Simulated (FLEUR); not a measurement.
```
Cobalt: parallel and opposed starts
1.0
     2.50740    0.00000    0.00000
    -1.25370    2.17147    0.00000
     0.00000    0.00000    4.06990
Co
2
Direct
  0.33333 0.66667 0.25000
  0.66667 0.33333 0.75000
# method: PBEsol; all-electron FLAPW, Dirac cores, scalar-relativistic bands
# program: FLEUR MaX-R8.1
# settings of one run: kmax 3.6 1/bohr, gmax 10.8 1/bohr, muffin tin radii Co: 2.3 bohr, lmax Co: [8, 6], hist occupations, smearing width 0.03 eV, mixer Anderson, mixing 0.05, max iterations 90, stop 2.00e-5 me/bohr³, collinear spin, 12×12×12 k-mesh, mesh matched on, starting moments 2 2 μB
# cost: 5 runs, 5.6 min in all on 4 MPI ranks of Arm Neoverse V2, shared host (the runs of this entry)
# notes: The run is spin-polarised, with a total moment of 3.31 μB a cell. Only 5 starts were tried; other patterns of signs, canted and longer-period orders were not.
# lowest state found: ferromagnetic (initial ferro ++)
# largest site spin moment: 1.71 μB
# next finished state: antiferromagnetic, 118 meV a seeded atom higher
# energy gained by spin polarisation: 237 meV a seeded atom
```

[Logs and program files are shortened in this print: banners, set-up blocks, solver, clock and traceback lines can be left out without a mark of their own.]

[Logs are printed without paths, hosts, clocks, repeated set-up lines and the standing remarks that a program may print on its own settings, such as how far it seeks lower states.]

[Hosts, paths, dates, database ids (printed as entryN), source tags and the programs' standing remarks are cut or masked in the printed files.]

[Where a cell is said to come from a database of computed structures, the database is the Materials Project.]
